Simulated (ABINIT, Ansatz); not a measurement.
An input for ABINIT 10.8.3 (H3BrO (Cm)):

```
acell 3*1.0 Angstrom
rprim 
  3.486419000000 -2.476209000000 0.000000000000
  3.486419000000 2.476209000000 0.000000000000
  -1.714341000000 -0.000000000000 4.084576000000
ntypat 3
znucl 1 35 8
natom 5
typat 1 1 1 2 3
xred 
  0.314472000000 0.314472000000 0.352441000000
  0.642675000000 0.307942000000 0.680036000000
  0.307942000000 0.642675000000 0.680036000000
  0.016087000000 0.016087000000 0.988660000000
  0.460242000000 0.460242000000 0.536286000000
pp_dirpath "pseudos"
pseudos "H.upf, Br.upf, O.upf"
ecut 36
ngkpt 4 4 4
nshiftk 1
shiftk 0.11 0.21 0.31
kptopt 3
chksymbreak 0
istwfk *1
occopt 1
irdwfk 1
optdriver 99
bs_calctype 1
mbpt_sciss 2.289 eV
bs_loband 5
nband 13
bs_exchange_term 1
bs_coulomb_term 21
bs_coupling 0
bs_algorithm 2
bs_freq_mesh 0 13 0.1 eV
zcut 0.15 eV
ecuteps 3
ecutwfn 18
inclvkb 2
mdf_epsinf 2.64
irdden 1
bs_haydock_niter 300
bs_haydock_tol -0.02 0
indata_prefix "in"
outdata_prefix "out"
tmpdata_prefix "tmp"
```

```sh
OMP_NUM_THREADS=1 mpirun -n 4 abinit run.abi > log
```

**Question.** How long will it take on 4 MPI ranks of Intel Xeon Platinum 8175M at 2.50GHz (Skylake/Cascade Lake), shared host, and how much memory?

It took 95 s; on shared hardware allow 48 s to 3.2 min. Peak host memory was 0.84 GiB.

The kernel grows as the square of the matrix size, and full diagonalisation as its cube.

[Paths, hosts, dates, memory and timing lines, banners, echoed tables and standing remarks are left out of the program output.]

[Logs are printed without paths, hosts, clocks, repeated set-up lines and the standing remarks that a program may print on its own settings, such as how far it seeks lower states.]

[Runs of the session that timed out or met a known fault of the program may be left out.]

[Hosts, paths, dates, database ids (printed as entryN), source tags and the programs' standing remarks are cut or masked in the printed files.]

[G0W0 gaps are taken among the corrected bands and points alone; a level outside them can change the order at an edge.]

[Where Ansatz stands beside ABINIT at settings called matched, ABINIT's density can come from a denser mesh and the files from another edition; pairs whose starting gaps differed by over 0.03 eV were left out, so agreement reads better than it is.]
